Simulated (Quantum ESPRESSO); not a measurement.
## Projected density of states of magnetic CrBr2

Aim: the densities of states of CrBr2 in the lowest state of several starts.

Main program and level: Quantum ESPRESSO 7.5; LDA; plane waves with GBRV 1.5 LDA potentials, no spin-orbit coupling.

**1. Set-up**

Symmetry: C2/m, No. 12, monoclinic system. Conventional cell: a = 7.489 Å, b = 3.662 Å, c = 6.507 Å, α = 90.00°, β = 96.41°, γ = 90.00°. Cr has 6 Br at 2.55 to 3.20 Å nearest. Nearest to Br lie 3 Cr at 2.55 to 3.20 Å. Farther neighbours and most contacts between anions are not listed.

The cell comes from Materials Project 2023-11-01, a database of computed structures, and need not be the stable phase.

**2. Ground-state run**

This state came out lowest in a comparison of starts that is told elsewhere.

Input file pw.in:

```
&CONTROL
  calculation = 'scf'
  prefix = 'pwscf'
  outdir = './tmp'
  pseudo_dir = './pseudo'
  disk_io = 'low'
/
&SYSTEM
  ibrav = 0
  celldm(1) = 8
  nat = 6
  ntyp = 3
  ecutwfc = 40
  ecutrho = 280
  nbnd = 42
  occupations = 'smearing'
  smearing = 'fd'
  degauss = 0.00999582
  nspin = 2
  starting_magnetization(1) = 0.2143
  starting_magnetization(2) = -0.2143
  starting_magnetization(3) = 0
/
&ELECTRONS
  conv_thr = 1.2d-08
  electron_maxstep = 150
  mixing_beta = 0.3
/
ATOMIC_SPECIES
Cr1    51.9961 cr_lda_v1.5.uspp.F.UPF
Cr2    51.9961 cr_lda_v1.5.uspp.F.UPF
Br     79.9040 br_lda_v1.4.uspp.F.UPF
CELL_PARAMETERS alat
   0.8845498546720   -0.4325240586408    0.0000000000000
   1.7690997093441    0.8650481172817    0.0000000000000
  -0.1716927205632    0.0000000000000    1.5273583845774
ATOMIC_POSITIONS crystal
Cr1     0.0000000000    0.0000000000    0.0000000000
Cr2     0.0000000000    0.5000000000    0.0000000000
Br      0.6457740000    0.3228870000    0.2332280000
Br      0.6457740000    0.8228870000    0.2332280000
Br      0.3542260000    0.1771130000    0.7667720000
Br      0.3542260000    0.6771130000    0.7667720000
K_POINTS automatic
6 3 6 0 0 0
```

Command:

```
$ OMP_NUM_THREADS=1 mpirun -n 4 pw.x -nk 4 -in pw.in > pw.out
```

Log:

```text
Program PWSCF v.7.5 starts

     Message from routine setup:
     using ibrav=0 with symmetry is DISCOURAGED, use correct ibrav instead

     K-points division:     npool     =       4
     Subspace diagonalization in iterative solution of the eigenvalue problem:

     bravais-lattice index     =            0
     lattice parameter (alat)  =       8.0000  a.u.
     unit-cell volume          =    1196.7502 (a.u.)^3
     number of atoms/cell      =            6
     number of atomic types    =            3
     number of electrons       =        56.00
     number of Kohn-Sham states=           42
     kinetic-energy cutoff     =      40.0000  Ry
     charge density cutoff     =     280.0000  Ry
     scf convergence threshold =      1.2E-08
     mixing beta               =       0.3000
     number of iterations used =            8  plain     mixing
     Exchange-correlation=  SLA  PZ   NOGX NOGC
                           (   1   1   0   0   0   0   0)

     celldm(1)=   8.000000  celldm(2)=   0.000000  celldm(3)=   0.000000
     celldm(4)=   0.000000  celldm(5)=   0.000000  celldm(6)=   0.000000

     crystal axes: (cart. coord. in units of alat)
               a(1) = (   0.884550  -0.432524   0.000000 )
               a(2) = (   1.769100   0.865048   0.000000 )
               a(3) = (  -0.171693   0.000000   1.527358 )

     reciprocal axes: (cart. coord. in units 2 pi/alat)
               b(1) = (  0.565259 -1.156005  0.063542 )
               b(2) = (  0.282630  0.578003  0.031771 )
               b(3) = ( -0.000000  0.000000  0.654725 )

     PseudoPot. # 1 for Cr read from file:
     cr_lda_v1.5.uspp.F.UPF
     Pseudo is Ultrasoft + core correction, Zval = 14.0

     PseudoPot. # 2 for Cr read from file:
     cr_lda_v1.5.uspp.F.UPF
     Pseudo is Ultrasoft + core correction, Zval = 14.0

     PseudoPot. # 3 for Br read from file:
     br_lda_v1.4.uspp.F.UPF
     Pseudo is Ultrasoft + core correction, Zval =  7.0

     atomic species   valence    mass     pseudopotential
     Cr1              14.00    51.99610     Cr( 1.00)
     Cr2              14.00    51.99610     Cr( 1.00)
     Br                7.00    79.90400     Br( 1.00)

     Starting magnetic structure
     atomic species   magnetization
     Cr1             0.214
     Cr2            -0.214
     Br              0.000

      2 Sym. Ops., with inversion, found

   Cartesian axes

     site n.     atom                  positions (alat units)
         1        Cr1    tau(   1) = (   0.0000000   0.0000000   0.0000000  )
         2        Cr2    tau(   2) = (   0.8845499   0.4325241   0.0000000  )
         3        Br     tau(   3) = (   1.1023950   0.0000000   0.3562227  )
         4        Br     tau(   4) = (   1.9869449   0.4325241   0.3562227  )
         5        Br     tau(   5) = (   0.4950119   0.0000000   1.1711356  )
         6        Br     tau(   6) = (   1.3795618   0.4325241   1.1711356  )

     number of k points=    56  Fermi-Dirac smearing, width (Ry)=  0.0100
                       cart. coord. in units 2pi/alat
        k(    1) = (   0.0000000   0.0000000   0.0000000), wk =   0.0092593
        k(    2) = (   0.0000000   0.0000000   0.1091209), wk =   0.0185185
        k(    3) = (   0.0000000   0.0000000   0.2182417), wk =   0.0185185
        k(    4) = (   0.0000000   0.0000000  -0.3273626), wk =   0.0092593
        k(    5) = (   0.0942099   0.1926675   0.0105903), wk =   0.0185185
        [... 51 further k-points ...]

     Dense  grid:    94655 G-vectors     FFT dimensions: (  45,  90,  72)

     Smooth grid:    40901 G-vectors     FFT dimensions: (  32,  64,  50)

     Check: negative core charge=   -0.000002
     Generating pointlists ...
     new r_m :   0.2480 (alat units)  1.9839 (a.u.) for type    1
     new r_m :   0.2480 (alat units)  1.9839 (a.u.) for type    2
     new r_m :   0.2480 (alat units)  1.9839 (a.u.) for type    3

     Initial potential from superposition of free atoms

     starting charge      53.9999, renormalised to      56.0000

     negative rho (up, down):  1.001E-03 1.001E-03
     Starting wfcs are   36 randomized atomic wfcs +    6 random wfcs

     Self-consistent Calculation

     iteration #  1     ecut=    40.00 Ry     beta= 0.30
     Davidson diagonalization with overlap
     ethr =  1.00E-02,  avg # of iterations =  6.5

     Threshold (ethr) on eigenvalues was too large:
     Diagonalizing with lowered threshold

     Davidson diagonalization with overlap
     ethr =  6.20E-04,  avg # of iterations =  2.5

     negative rho (up, down):  9.370E-04 9.370E-04

     total energy              =    -537.31399942 Ry
     estimated scf accuracy    <       0.38743182 Ry

     total magnetization       =    -0.00 Bohr mag/cell
     absolute magnetization    =     7.66 Bohr mag/cell

     iteration #  2     ecut=    40.00 Ry     beta= 0.30
     Davidson diagonalization with overlap
     ethr =  6.92E-04,  avg # of iterations =  2.6

     negative rho (up, down):  1.228E-03 1.228E-03

     total energy              =    -537.35329308 Ry
     estimated scf accuracy    <       0.06289986 Ry

     total magnetization       =     0.00 Bohr mag/cell
     absolute magnetization    =     7.87 Bohr mag/cell

     [... further iterations left out ...]

     iteration # 10     ecut=    40.00 Ry     beta= 0.30
     Davidson diagonalization with overlap
     ethr =  9.07E-10,  avg # of iterations =  2.1

     negative rho (up, down):  4.169E-03 4.169E-03

     total energy              =    -537.37132479 Ry
     estimated scf accuracy    <       0.00000016 Ry

     total magnetization       =    -0.00 Bohr mag/cell
     absolute magnetization    =     8.15 Bohr mag/cell

     iteration # 11     ecut=    40.00 Ry     beta= 0.30
     Davidson diagonalization with overlap
     ethr =  2.81E-10,  avg # of iterations =  2.0

     negative rho (up, down):  4.169E-03 4.169E-03

     Magnetic moment per site  (integrated on atomic sphere of radius R)
     atom   1 (R=0.248)  charge= 12.1073  magn=  3.4445
     atom   2 (R=0.248)  charge= 12.1073  magn= -3.4444
     atom   3 (R=0.248)  charge=  4.8275  magn= -0.0147
     atom   4 (R=0.248)  charge=  4.8275  magn=  0.0147
     atom   5 (R=0.248)  charge=  4.8275  magn=  0.0147
     atom   6 (R=0.248)  charge=  4.8275  magn= -0.0147

     End of self-consistent calculation

     Number of k-points >= 100: set verbosity='high' to print the bands.

     the Fermi energy is     4.5624 ev

!    total energy              =    -537.37132484 Ry
     estimated scf accuracy    <          1.9E-09 Ry
     smearing contrib. (-TS)   =      -0.00652655 Ry
     internal energy E=F+TS    =    -537.36479829 Ry

     The total energy is F=E-TS. E is the sum of the following terms:
     one-electron contribution =    -348.52424151 Ry
     hartree contribution      =     188.75185789 Ry
     xc contribution           =    -147.78621507 Ry
     ewald contribution        =    -229.80619960 Ry

     total magnetization       =     0.00 Bohr mag/cell
     absolute magnetization    =     8.15 Bohr mag/cell

     convergence has been achieved in  11 iterations

=------------------------------------------------------------------------------=
   JOB DONE.
=------------------------------------------------------------------------------=
```

Wall time 2.2 min (4 MPI ranks of Arm Neoverse V1, shared host); peak memory 1.1 GiB.

Spin moment in the atom's sphere by atom:

| atom | spin moment in the atom's sphere (μB) |
| --- | --- |
| Cr1 | 3.44 |
| Cr2 | -3.44 |
| Br3 | -0.01 |
| Br4 | 0.01 |
| Br5 | 0.01 |
| Br6 | -0.01 |

Read from the output:

| Property | Result |
| --- | --- |
| smearing term TS | 0.08880 eV |
| magnetization | 0 μB |
| absolute magnetization | 8.148 μB |
| final state | antiferromagnetic |

**3. Post-processing**

Input file projwfc.in:

```
&PROJWFC
  prefix = 'pwscf'
  outdir = './tmp'
  filpdos = 'pdos'
  ngauss = 0
  degauss = 0.01
  DeltaE = 0.05
  Emin = -4.44
  Emax = 9.56
/
```

Command:

```
$ OMP_NUM_THREADS=1 mpirun -n 4 projwfc.x -nk 4 -in projwfc.in > projwfc.out
```

Log:

```text
[banner, memory and clock lines left out]
Program PROJWFC v.7.5 starts

     [... lines left out ...]
     IMPORTANT: XC functional enforced from input :
     Exchange-correlation= PZ
                           (   1   1   0   0   0   0   0)
     Any further DFT definition will be discarded
     Please, verify this is what you really want

     G-vector sticks info

     Check: negative core charge=   -0.000002

     negative rho (up, down):  4.169E-03 4.169E-03

     Gaussian broadening (read from input): ngauss,degauss=   0    0.010000

     Calling projwave ....

  Problem Sizes
  natomwfc =           36
  nbnd     =           42
  nkstot   =          112
  npwx     =         5138
  nkb      =          108

     Atomic states used for projection
     (read from pseudopotential files):

     state #   1: atom   1 (Cr1), wfc  1 (l=0 m= 1)
     state #   2: atom   1 (Cr1), wfc  2 (l=1 m= 1)
     state #   3: atom   1 (Cr1), wfc  2 (l=1 m= 2)
     state #   4: atom   1 (Cr1), wfc  2 (l=1 m= 3)
     state #   5: atom   1 (Cr1), wfc  3 (l=0 m= 1)
     state #   6: atom   1 (Cr1), wfc  4 (l=2 m= 1)
     state #   7: atom   1 (Cr1), wfc  4 (l=2 m= 2)
     state #   8: atom   1 (Cr1), wfc  4 (l=2 m= 3)
     state #   9: atom   1 (Cr1), wfc  4 (l=2 m= 4)
     state #  10: atom   1 (Cr1), wfc  4 (l=2 m= 5)
     state #  11: atom   2 (Cr2), wfc  1 (l=0 m= 1)
     state #  12: atom   2 (Cr2), wfc  2 (l=1 m= 1)
     state #  13: atom   2 (Cr2), wfc  2 (l=1 m= 2)
     state #  14: atom   2 (Cr2), wfc  2 (l=1 m= 3)
     state #  15: atom   2 (Cr2), wfc  3 (l=0 m= 1)
     state #  16: atom   2 (Cr2), wfc  4 (l=2 m= 1)
     state #  17: atom   2 (Cr2), wfc  4 (l=2 m= 2)
     state #  18: atom   2 (Cr2), wfc  4 (l=2 m= 3)
     state #  19: atom   2 (Cr2), wfc  4 (l=2 m= 4)
     state #  20: atom   2 (Cr2), wfc  4 (l=2 m= 5)
     state #  21: atom   3 (Br ), wfc  1 (l=0 m= 1)
     state #  22: atom   3 (Br ), wfc  2 (l=1 m= 1)
     state #  23: atom   3 (Br ), wfc  2 (l=1 m= 2)
     state #  24: atom   3 (Br ), wfc  2 (l=1 m= 3)
     state #  25: atom   4 (Br ), wfc  1 (l=0 m= 1)
     state #  26: atom   4 (Br ), wfc  2 (l=1 m= 1)
     state #  27: atom   4 (Br ), wfc  2 (l=1 m= 2)
     state #  28: atom   4 (Br ), wfc  2 (l=1 m= 3)
     state #  29: atom   5 (Br ), wfc  1 (l=0 m= 1)
     state #  30: atom   5 (Br ), wfc  2 (l=1 m= 1)
     state #  31: atom   5 (Br ), wfc  2 (l=1 m= 2)
     state #  32: atom   5 (Br ), wfc  2 (l=1 m= 3)
     state #  33: atom   6 (Br ), wfc  1 (l=0 m= 1)
     state #  34: atom   6 (Br ), wfc  2 (l=1 m= 1)
     state #  35: atom   6 (Br ), wfc  2 (l=1 m= 2)
     state #  36: atom   6 (Br ), wfc  2 (l=1 m= 3)

 [... projections of the bands left out ...]

Lowdin Charges:

     Atom #   1: total charge =  13.0587, s =  2.5193, p =  5.9980, d =  4.5414,
                 spin up      =   8.4952, s =  1.2937,
                 spin up      =   8.4952, p =  2.9995, pz=  0.9999, px=  0.9998, py=  0.9998,
                 spin up      =   8.4952, d =  4.2020, dz2=  0.9714, dxz=  0.9424, dyz=  0.5254, dx2-y2=  0.9564, dxy=  0.8065,
                 spin down    =   4.5634, s =  1.2256,
                 spin down    =   4.5634, p =  2.9985, pz=  0.9995, px=  0.9994, py=  0.9995,
                 spin down    =   4.5634, d =  0.3394, dz2=  0.0377, dxz=  0.0525, dyz=  0.1337, dx2-y2=  0.0460, dxy=  0.0695,
                 polarization =   3.9318, s =  0.0681, p =  0.0010, d =  3.8627,
     Atom #   2: total charge =  13.0587, s =  2.5193, p =  5.9980, d =  4.5414,
                 spin up      =   4.5634, s =  1.2256,
                 spin up      =   4.5634, p =  2.9985, pz=  0.9995, px=  0.9994, py=  0.9995,
                 spin up      =   4.5634, d =  0.3394, dz2=  0.0377, dxz=  0.0525, dyz=  0.1337, dx2-y2=  0.0460, dxy=  0.0695,
                 spin down    =   8.4952, s =  1.2937,
                 spin down    =   8.4952, p =  2.9995, pz=  0.9999, px=  0.9998, py=  0.9998,
                 spin down    =   8.4952, d =  4.2020, dz2=  0.9714, dxz=  0.9424, dyz=  0.5254, dx2-y2=  0.9564, dxy=  0.8065,
                 polarization =  -3.9318, s = -0.0681, p = -0.0010, d = -3.8627,
     Atom #   3: total charge =   7.3771, s =  1.9480, p =  5.4290, d =  0.0000,
                 spin up      =   3.6810, s =  0.9735,
                 spin up      =   3.6810, p =  2.7075, pz=  0.9064, px=  0.9303, py=  0.8708,
                 spin up      =   3.6810, d =  0.0000, dz2=  0.0000, dxz=  0.0000, dyz=  0.0000, dx2-y2=  0.0000, dxy=  0.0000,
                 spin down    =   3.6960, s =  0.9745,
                 spin down    =   3.6960, p =  2.7215, pz=  0.9105, px=  0.9390, py=  0.8720,
                 spin down    =   3.6960, d =  0.0000, dz2=  0.0000, dxz=  0.0000, dyz=  0.0000, dx2-y2=  0.0000, dxy=  0.0000,
                 polarization =  -0.0150, s = -0.0010, p = -0.0140, d =  0.0000,
     Atom #   4: total charge =   7.3771, s =  1.9480, p =  5.4290, d =  0.0000,
                 spin up      =   3.6960, s =  0.9745,
                 spin up      =   3.6960, p =  2.7215, pz=  0.9105, px=  0.9390, py=  0.8720,
                 spin up      =   3.6960, d =  0.0000, dz2=  0.0000, dxz=  0.0000, dyz=  0.0000, dx2-y2=  0.0000, dxy=  0.0000,
                 spin down    =   3.6810, s =  0.9735,
                 spin down    =   3.6810, p =  2.7075, pz=  0.9064, px=  0.9303, py=  0.8708,
                 spin down    =   3.6810, d =  0.0000, dz2=  0.0000, dxz=  0.0000, dyz=  0.0000, dx2-y2=  0.0000, dxy=  0.0000,
                 polarization =   0.0150, s =  0.0010, p =  0.0140, d =  0.0000,
     Atom #   5: total charge =   7.3771, s =  1.9480, p =  5.4290, d =  0.0000,
                 spin up      =   3.6960, s =  0.9745,
                 spin up      =   3.6960, p =  2.7215, pz=  0.9105, px=  0.9390, py=  0.8720,
                 spin up      =   3.6960, d =  0.0000, dz2=  0.0000, dxz=  0.0000, dyz=  0.0000, dx2-y2=  0.0000, dxy=  0.0000,
                 spin down    =   3.6810, s =  0.9735,
                 spin down    =   3.6810, p =  2.7075, pz=  0.9064, px=  0.9303, py=  0.8708,
                 spin down    =   3.6810, d =  0.0000, dz2=  0.0000, dxz=  0.0000, dyz=  0.0000, dx2-y2=  0.0000, dxy=  0.0000,
                 polarization =   0.0150, s =  0.0010, p =  0.0140, d =  0.0000,
     Atom #   6: total charge =   7.3771, s =  1.9480, p =  5.4290, d =  0.0000,
                 spin up      =   3.6810, s =  0.9735,
                 spin up      =   3.6810, p =  2.7075, pz=  0.9064, px=  0.9303, py=  0.8708,
                 spin up      =   3.6810, d =  0.0000, dz2=  0.0000, dxz=  0.0000, dyz=  0.0000, dx2-y2=  0.0000, dxy=  0.0000,
                 spin down    =   3.6960, s =  0.9745,
                 spin down    =   3.6960, p =  2.7215, pz=  0.9105, px=  0.9390, py=  0.8720,
                 spin down    =   3.6960, d =  0.0000, dz2=  0.0000, dxz=  0.0000, dyz=  0.0000, dx2-y2=  0.0000, dxy=  0.0000,
                 polarization =  -0.0150, s = -0.0010, p = -0.0140, d =  0.0000,
     Spilling Parameter:   0.0067
```

Run time: 3.3 s. Hardware: 4 MPI ranks; peak memory 0.36 GiB.

The density of states has structure finer than the step of the table below, so its rows give means over 0.5 eV, whole bins alone (the curve runs from -9.00 to 5.05 eV). Peaks (eV: height): up -4.00: 5.26, -3.40: 6.34, -0.95: 7.8, 2.10: 5.86; down -4.00: 5.26, -3.40: 6.34, -0.95: 7.8, 2.10: 5.86; Cr1 d up -0.95: 6.89, -0.45: 2.57, 0.40: 1.45; Cr1 d down = Cr2 d up 2.10: 5.01; Cr2 d down -0.95: 6.89, -0.45: 2.57, 0.40: 1.45.

Gaussian broadening of 0.136 eV on the SCF mesh. Density of states against energy, zero at the Fermi level; means over each step; values in states/eV/cell:

| energy (eV) | up | down | Cr1 d up | Cr1 d down = Cr2 d up | Cr2 d down | Br3 p up | Br3 p down |
| --- | --- | --- | --- | --- | --- | --- | --- |
| -6.5 | 0 | 0 | 0 | 0 | 0 | 0 | 0 |
| -6.0 | 0.165 | 0.165 | 0.00497 | 0.00293 | 0.00497 | 0.0305 | 0.0325 |
| -5.5 | 2.01 | 2.01 | 0.0763 | 0.0306 | 0.0763 | 0.373 | 0.400 |
| -5.0 | 3.42 | 3.42 | 0.147 | 0.0412 | 0.147 | 0.717 | 0.726 |
| -4.5 | 3.02 | 3.02 | 0.196 | 0.0436 | 0.196 | 0.651 | 0.694 |
| -4.0 | 4.60 | 4.60 | 0.550 | 0.124 | 0.550 | 0.907 | 0.999 |
| -3.5 | 5.46 | 5.46 | 0.379 | 0.260 | 0.379 | 1.21 | 1.15 |
| -3.0 | 4.38 | 4.38 | 0.165 | 0.0813 | 0.165 | 1.11 | 0.932 |
| -2.5 | 0.949 | 0.949 | 0.0141 | 0.00536 | 0.0141 | 0.231 | 0.229 |
| -2.0 | 4.5e-4 | 4.5e-4 | 0 | 0 | 0 | 1.2e-4 | 1.2e-4 |
| -1.5 | 0.569 | 0.569 | 0.503 | 0.00670 | 0.503 | 0.00864 | 0.00866 |
| -1.0 | 5.25 | 5.25 | 4.62 | 0.0317 | 4.62 | 0.132 | 0.102 |
| -0.5 | 2.09 | 2.09 | 1.65 | 0.0207 | 1.65 | 0.0215 | 0.142 |
| 0.0 | 0.240 | 0.240 | 0.172 | 0.00136 | 0.172 | 0.0116 | 0.0173 |
| 0.5 | 1.64 | 1.64 | 1.07 | 0.00691 | 1.07 | 0.129 | 0.127 |
| 1.0 | 0.213 | 0.213 | 0.132 | 0.00261 | 0.132 | 0.0186 | 0.0184 |
| 1.5 | 2.07 | 2.07 | 0.0218 | 1.77 | 0.0218 | 0.0132 | 0.0128 |
| 2.0 | 4.80 | 4.80 | 0.0284 | 4.12 | 0.0284 | 0.0556 | 0.0469 |
| 2.5 | 3.00 | 3.00 | 0.00719 | 2.44 | 0.00719 | 0.0960 | 0.0678 |
| 3.0 | 0.243 | 0.243 | 0.00192 | 0.130 | 0.00192 | 0.00894 | 0.00937 |
| 3.5 | 0.467 | 0.467 | 0.00759 | 0.0403 | 0.00759 | 0.0133 | 0.0154 |
| 4.0 | 1.44 | 1.44 | 0.0178 | 0.0493 | 0.0178 | 0.0406 | 0.0464 |
| 4.5 | 2.70 | 2.70 | 0.0209 | 0.0655 | 0.0209 | 0.0630 | 0.0663 |

**4. Results**

```json
{"state": "antiferromagnetic", "largest moment in a sphere": "3.44 μB"}
```

What this shows: Distinct peaks of the density of states (up) stand at -4.80, -4.00, -3.40, -0.95 and 2.10 eV; the one at -0.952 eV is strongest. These are Kohn–Sham states without spin–orbit coupling, on the mesh of the self-consistent run. The moments are opposed on like sites, so the totals of the two spins are equal and the projections on single atoms show the splitting. Energies are free energies at an electronic temperature of 1580 K, which lowers moments and differences where the moments are itinerant. No Hubbard term acts here. In such compounds local and semilocal functionals without one often delocalise the d electrons, and can shrink or lose moments and miss the size, sign and order of the couplings. The smearing term is large for its width, so states at the Fermi level are partly filled: at this level the cell is a metal or has a gap of a few widths at most. By charge balance Cr is d4; such ions mostly distort their surroundings (Jahn–Teller), and their compounds are mostly insulators, which a run without U in an unrelaxed cell can miss.

[Logs and program files are shortened in this print: banners, set-up blocks, solver, clock and traceback lines can be left out without a mark of their own.]

[Logs are printed without paths, hosts, clocks, repeated set-up lines and the standing remarks that a program may print on its own settings, such as how far it seeks lower states.]

[Hosts, paths, dates, database ids (printed as entryN), source tags and the programs' standing remarks are cut or masked in the printed files.]

[Where a cell is said to come from a database of computed structures, the database is the Materials Project.]
